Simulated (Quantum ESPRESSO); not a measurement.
# BAs (F-43m): phonons against volume

Which modes of BAs drive its thermal expansion?

What experiment has found for this phase:
- volume expansion coefficient 11.55 1e-6/K near room temperature (given in “Basic Physical Properties of Cubic Boron Arsenide (three times its linear coefficient)”, 2019, arxiv:1911.11281)
- volume expansion coefficient 10.8 1e-6/K near room temperature (given in “Thermal expansion coefficients of high thermal conducting BAs and BP materials (three times its linear coefficient)”, 2019, arxiv:1906.04101)

Method: DFT LDA, scalar-relativistic, plane waves, GBRV ultrasoft pseudopotentials, in Quantum ESPRESSO 7.5.

### Step 1. Set-up

Symmetry: F-43m, No. 216, cubic system. Conventional cell: a = 4.777 Å, b = 4.777 Å, c = 4.777 Å, α = 90.00°, β = 90.00°, γ = 90.00°. Nearest to B lie 4 As at 2.07 Å. As has 4 B at 2.07 Å nearest. Farther neighbours are not listed.

### Step 2. Probe on a coarse mesh

Before spending time, one coarse run tells the gap and the pressure of the starting cell.

probe.in

```
&CONTROL
  calculation = 'scf'
  prefix      = 'x'
  outdir      = './tmp'
  pseudo_dir  = './pseudo'
  tprnfor     = .true.
  tstress     = .true.
  verbosity   = 'high'
/
&SYSTEM
  ibrav       = 0
  nat         = 2
  ntyp        = 2
  ecutwfc     = 40.0
  ecutrho     = 240.0
  occupations = 'smearing'
  smearing    = 'gaussian'
  degauss     = 0.01
/
&ELECTRONS
  conv_thr         = 1.0d-07
  mixing_beta      = 0.7
  electron_maxstep = 100
/
ATOMIC_SPECIES
 B      10.8100  B.upf
 As     74.9216  As.upf
CELL_PARAMETERS angstrom
     0.000000000    2.388500000    2.388500000
     2.388500000    0.000000000    2.388500000
     2.388500000    2.388500000    0.000000000
ATOMIC_POSITIONS crystal
 B      0.000000000   0.000000000   0.000000000
 As     0.250000000   0.250000000   0.250000000
K_POINTS automatic
 6 6 6 0 0 0
```

On the command line:

```
OMP_NUM_THREADS=1 mpirun -n 8 pw.x -nk 8 -in probe.in > probe.out
```

Output:

```text
Program PWSCF v.7.5

     This program is part of the open-source Quantum ESPRESSO suite
     for quantum simulation of materials; please cite
         "P. Giannozzi et al., J. Phys.:Condens. Matter 21 395502 (2009);
         "P. Giannozzi et al., J. Phys.:Condens. Matter 29 465901 (2017);
         "P. Giannozzi et al., J. Chem. Phys. 152 154105 (2020);
     in publications or presentations arising from this work. More details at

     Message from routine setup:
     using ibrav=0 with symmetry is DISCOURAGED, use correct ibrav instead

     G-vector sticks info
     --------------------
     sticks:   dense  smooth     PW     G-vecs:    dense   smooth      PW
     Sum         673     439    151                11575     6231    1139

     Using Slab Decomposition

     bravais-lattice index     =            0
     lattice parameter (alat)  =       6.3832  a.u.
     unit-cell volume          =     183.9087 (a.u.)^3
     number of atoms/cell      =            2
     number of atomic types    =            2
     number of electrons       =         8.00
     number of Kohn-Sham states=            8
     kinetic-energy cutoff     =      40.0000  Ry
     charge density cutoff     =     240.0000  Ry
     scf convergence threshold =      1.0E-07
     mixing beta               =       0.7000
     number of iterations used =            8  plain     mixing
     Exchange-correlation= SLA  PZ   NOGX NOGC
                           (   1   1   0   0   0   0   0)

     celldm(1)=   6.383210  celldm(2)=   0.000000  celldm(3)=   0.000000
     celldm(4)=   0.000000  celldm(5)=   0.000000  celldm(6)=   0.000000

     crystal axes: (cart. coord. in units of alat)
               a(1) = (   0.000000   0.707107   0.707107 )
               a(2) = (   0.707107   0.000000   0.707107 )
               a(3) = (   0.707107   0.707107   0.000000 )

     reciprocal axes: (cart. coord. in units 2 pi/alat)
               b(1) = ( -0.707107  0.707107  0.707107 )
               b(2) = (  0.707107 -0.707107  0.707107 )
               b(3) = (  0.707107  0.707107 -0.707107 )

     PseudoPot. # 1 for B  read from file:
     ./pseudo/B.upf
     Pseudo is Ultrasoft + core correction, Zval =  3.0
     Using radial grid of  781 points,  4 beta functions with:
                l(1) =   0
                l(2) =   0
                l(3) =   1
                l(4) =   1
     Q(r) pseudized with  8 coefficients,  rinner =    1.100   1.100   1.100

     PseudoPot. # 2 for As read from file:
     ./pseudo/As.upf
     Pseudo is Ultrasoft + core correction, Zval =  5.0
     Using radial grid of  875 points,  6 beta functions with:
                l(1) =   0
                l(2) =   0
                l(3) =   1
                l(4) =   1
                l(5) =   2
                l(6) =   2
     Q(r) pseudized with  8 coefficients,  rinner =    1.300   1.300   1.300
                                                       1.300   1.300

     atomic species   valence    mass     pseudopotential
     B                 3.00    10.81000     B ( 1.00)
     As                5.00    74.92160     As( 1.00)

     24 Sym. Ops. (no inversion) found

                                    s                        frac. trans.

      isym =  1     identity

 cryst.   s( 1) = (     1          0          0      )
                  (     0          1          0      )
                  (     0          0          1      )

 cart.    s( 1) = (  1.0000000 -0.0000000  0.0000000 )
                  ( -0.0000000  1.0000000  0.0000000 )
                  ( -0.0000000  0.0000000  1.0000000 )

      isym =  2     180 deg rotation - cart. axis [0,0,1]

 cryst.   s( 2) = (     0          1         -1      )
                  (     1          0         -1      )
                  (     0          0         -1      )

 cart.    s( 2) = ( -1.0000000  0.0000000  0.0000000 )
                  (  0.0000000 -1.0000000  0.0000000 )
                  (  0.0000000 -0.0000000  1.0000000 )

      isym =  3     180 deg rotation - cart. axis [0,1,0]

 cryst.   s( 3) = (     0         -1          1      )
                  (     0         -1          0      )
                  (     1         -1          0      )

 cart.    s( 3) = ( -1.0000000 -0.0000000 -0.0000000 )
                  (  0.0000000  1.0000000 -0.0000000 )
                  (  0.0000000  0.0000000 -1.0000000 )

      isym =  4     180 deg rotation - cart. axis [1,0,0]

 cryst.   s( 4) = (    -1          0          0      )
                  (    -1          0          1      )
                  (    -1          1          0      )

 cart.    s( 4) = (  1.0000000  0.0000000 -0.0000000 )
                  ( -0.0000000 -1.0000000 -0.0000000 )
                  ( -0.0000000 -0.0000000 -1.0000000 )

      isym =  5     120 deg rotation - cart. axis [-1,-1,-1]

 cryst.   s( 5) = (     0          0          1      )
[...]
cart.    s( 5) = (  0.0000000  1.0000000 -0.0000000 )
[...]
isym =  6     120 deg rotation - cart. axis [-1,1,1]

 cryst.   s( 6) = (     1         -1          0      )
[...]
cart.    s( 6) = ( -0.0000000 -1.0000000 -0.0000000 )
[...]
isym =  7     120 deg rotation - cart. axis [1,1,-1]

 cryst.   s( 7) = (    -1          1          0      )
[...]
cart.    s( 7) = ( -0.0000000  1.0000000  0.0000000 )
[...]
isym =  8     120 deg rotation - cart. axis [1,-1,1]

 cryst.   s( 8) = (     0          0         -1      )
[...]
cart.    s( 8) = (  0.0000000 -1.0000000  0.0000000 )
[...]
isym =  9     120 deg rotation - cart. axis [1,1,1]

 cryst.   s( 9) = (     0          1          0      )
[...]
cart.    s( 9) = ( -0.0000000  0.0000000  1.0000000 )
[...]
isym = 10     120 deg rotation - cart. axis [-1,1,-1]

 cryst.   s(10) = (    -1          0          1      )
[...]
cart.    s(10) = (  0.0000000 -0.0000000  1.0000000 )
[...]
isym = 11     120 deg rotation - cart. axis [1,-1,-1]

 cryst.   s(11) = (     1          0         -1      )
[...]
cart.    s(11) = (  0.0000000  0.0000000 -1.0000000 )
[...]
isym = 12     120 deg rotation - cart. axis [-1,-1,1]

 cryst.   s(12) = (     0         -1          0      )
[...]
cart.    s(12) = ( -0.0000000 -0.0000000 -1.0000000 )
[...]
isym = 13     inv. 180 deg rotation - cart. axis [1,1,0]

[...]
occupation numbers
     1.0000   1.0000   1.0000   1.0000   0.0000   0.0000   0.0000   0.0000

          k = 0.1179 0.1179-0.1179 (   791 PWs)   bands (ev):

    -6.5724   5.4212   7.6945   7.6945  11.6594  12.5258  12.5258  15.0525

     occupation numbers
     1.0000   1.0000   1.0000   1.0000   0.0000   0.0000   0.0000   0.0000

          k = 0.2357 0.2357-0.2357 (   769 PWs)   bands (ev):

    -5.3137   1.6470   6.8658   6.8658  11.2337  13.1855  13.1855  17.0193

     occupation numbers
     1.0000   1.0000   1.0000   1.0000   0.0000   0.0000   0.0000   0.0000

          k =-0.3536-0.3536 0.3536 (   778 PWs)   bands (ev):

    -4.1745  -0.3859   6.5630   6.5630  11.0660  13.1331  13.1331  17.1794

     occupation numbers
     1.0000   1.0000   1.0000   1.0000   0.0000   0.0000   0.0000   0.0000

          k = 0.2357 0.0000-0.0000 (   793 PWs)   bands (ev):

    -6.4205   6.1084   6.6630   6.6630  10.5796  13.9982  13.9982  14.0366

     occupation numbers
     1.0000   1.0000   1.0000   1.0000   0.0000   0.0000   0.0000   0.0000

          k = 0.3536 0.1179-0.1179 (   795 PWs)   bands (ev):

    -5.4151   2.9176   5.7498   5.8624  11.0644  13.6731  14.7914  15.0904

     occupation numbers
     1.0000   1.0000   1.0000   1.0000   0.0000   0.0000   0.0000   0.0000

          k =-0.2357-0.4714 0.4714 (   792 PWs)   bands (ev):

    -4.0083   0.2004   4.7249   5.7912  11.3735  13.9157  14.7317  16.6228

     occupation numbers
     1.0000   1.0000   1.0000   1.0000   0.0000   0.0000   0.0000   0.0000

          k =-0.1179-0.3536 0.3536 (   792 PWs)   bands (ev):

    -4.4444   0.9249   4.3293   6.4488  11.8768  13.9991  14.0528  16.9777

     occupation numbers
     1.0000   1.0000   1.0000   1.0000   0.0000   0.0000   0.0000   0.0000

          k = 0.0000-0.2357 0.2357 (   791 PWs)   bands (ev):

[...]
occupation numbers
[...]
k = 0.4714 0.0000-0.0000 (   797 PWs)   bands (ev):

[...]
occupation numbers
[...]
k =-0.1179-0.5893 0.5893 (   779 PWs)   bands (ev):

[...]
occupation numbers
[...]
k =-0.0000-0.4714 0.4714 (   792 PWs)   bands (ev):

[...]
occupation numbers
[...]
k =-0.7071 0.0000 0.0000 (   790 PWs)   bands (ev):

    -2.9015  -0.0530   4.3026   4.3026   9.6985   9.7870  19.6653  19.6653

     occupation numbers
     1.0000   1.0000   1.0000   1.0000   0.0000   0.0000   0.0000   0.0000

          k =-0.2357-0.4714 0.7071 (   781 PWs)   bands (ev):

    -4.2442   1.6676   3.4958   5.1562  12.1151  13.5342  14.2295  17.3924

     occupation numbers
     1.0000   1.0000   1.0000   1.0000   0.0000   0.0000   0.0000   0.0000

          k =-0.1179-0.3536 0.5893 (   780 PWs)   bands (ev):

    -3.2393   0.3989   2.9562   4.5029  12.6588  13.6015  15.8078  17.2480

     occupation numbers
     1.0000   1.0000   1.0000   1.0000   0.0000   0.0000   0.0000   0.0000

          k =-0.7071 0.2357 0.0000 (   772 PWs)   bands (ev):

    -2.7819   0.2835   3.2112   3.3981  12.1344  12.2865  17.0330  17.2041

     occupation numbers
     1.0000   1.0000   1.0000   1.0000   0.0000   0.0000   0.0000   0.0000

     the Fermi energy is     8.9632 ev

!    total energy              =     -46.19060100 Ry
     estimated scf accuracy    <       0.00000002 Ry
     smearing contrib. (-TS)   =      -0.00000000 Ry
     internal energy E=F+TS    =     -46.19060100 Ry

     The total energy is F=E-TS. E is the sum of the following terms:
     one-electron contribution =       6.63207277 Ry
     hartree contribution      =       1.24949174 Ry
     xc contribution           =     -34.13874682 Ry
     ewald contribution        =     -19.93341868 Ry

     convergence has been achieved in   6 iterations

     Forces acting on atoms (cartesian axes, Ry/au):

     atom    1 type  1   force =    -0.00000000   -0.00000000    0.00000000
     atom    2 type  2   force =     0.00000000    0.00000000   -0.00000000
     The non-local contrib.  to forces
     atom    1 type  1   force =     0.00000000    0.00000000    0.00000000
     atom    2 type  2   force =     0.00000000    0.00000000   -0.00000000
     The ionic contribution  to forces
     atom    1 type  1   force =    -0.00000000    0.00000000    0.00000000
     atom    2 type  2   force =    -0.00000000    0.00000000   -0.00000000
     The local contribution  to forces
     atom    1 type  1   force =     0.00000000    0.00000000    0.00000000
     atom    2 type  2   force =     0.00000000    0.00000000    0.00000000
     The core correction contribution to forces
     atom    1 type  1   force =     0.00000000    0.00000000   -0.00000000
     atom    2 type  2   force =     0.00000000    0.00000000    0.00000000
     The Hubbard contrib.    to forces
     atom    1 type  1   force =     0.00000000    0.00000000    0.00000000
     atom    2 type  2   force =     0.00000000    0.00000000    0.00000000
     The SCF correction term to forces
     atom    1 type  1   force =     0.00000000   -0.00000000    0.00000000
     atom    2 type  2   force =     0.00000000   -0.00000000   -0.00000000

     Total force =     0.000000     Total SCF correction =     0.000000

     Computing stress (Cartesian axis) and pressure

          total   stress  (Ry/bohr**3)                   (kbar)     P=      -25.50
  -0.00017333   0.00000000   0.00000000          -25.50        0.00        0.00
   0.00000000  -0.00017333   0.00000000            0.00      -25.50        0.00
   0.00000000   0.00000000  -0.00017333            0.00        0.00      -25.50

     kinetic stress (kbar)   4353.52     -0.00      0.00
                               -0.00   4353.52     -0.00
                                0.00     -0.00   4353.52

     local   stress (kbar)   6863.83     -0.00     -0.00
                               -0.00   6863.83     -0.00
                               -0.00     -0.00   6863.83

     nonloc. stress (kbar)  -4213.38      0.00      0.00
                                0.00  -4213.38     -0.00
                                0.00     -0.00  -4213.38

     hartree stress (kbar)    333.15      0.00      0.00
                                0.00    333.15      0.00
                                0.00      0.00    333.15

     exc-cor stress (kbar)  20853.95      0.00      0.00
                                0.00  20853.95      0.00
                                0.00      0.00  20853.95

     corecor stress (kbar) -22901.77      0.00      0.00
                                0.00 -22901.77      0.00
                                0.00      0.00 -22901.77

     ewald   stress (kbar)  -5314.79      0.00      0.00
                                0.00  -5314.79      0.00
                                0.00      0.00  -5314.79

     hubbard stress (kbar)      0.00      0.00      0.00
                                0.00      0.00      0.00
                                0.00      0.00      0.00

     DFT-D   stress (kbar)      0.00      0.00      0.00
[...]
XDM     stress (kbar)      0.00      0.00      0.00
[...]
dft-nl  stress (kbar)      0.00      0.00      0.00
                                0.00      0.00      0.00
                                0.00      0.00      0.00

     TS-vdW  stress (kbar)      0.00      0.00      0.00
                                0.00      0.00      0.00
                                0.00      0.00      0.00

     MDB     stress (kbar)      0.00      0.00      0.00
                                0.00      0.00      0.00
                                0.00      0.00      0.00

     3D-RISM stress (kbar)      0.00      0.00      0.00
                                0.00      0.00      0.00
                                0.00      0.00      0.00

     Writing all to output data dir ./tmp/x.save/ :
     XML data file, charge density, pseudopotentials, collected wavefunctions

   JOB DONE.
```

It took 1.2 s on 8 MPI ranks of Arm Neoverse V2, shared host.

A gap read on the k-mesh alone can miss the band edges.

Numbers from this step:

```yaml
volume_per_atom: 13.63 Å³
pressure: -2.55 GPa
gap_on_the_k_mesh: 1.222 eV
```

The start is under -2.5 GPa at this level and looks like an insulator or semiconductor on this mesh.

[end of part 1 of 8]

[Logs are printed without paths, hosts, clocks, repeated set-up lines and the standing remarks that a program may print on its own settings, such as how far it seeks lower states.]

[Hosts, paths, dates, database ids (printed as entryN), source tags and the programs' standing remarks are cut or masked in the printed files.]

[A step with changed settings may run another functional than the one named; its input shows which.]

[Of the runs on displaced cells, only some may be shown.]
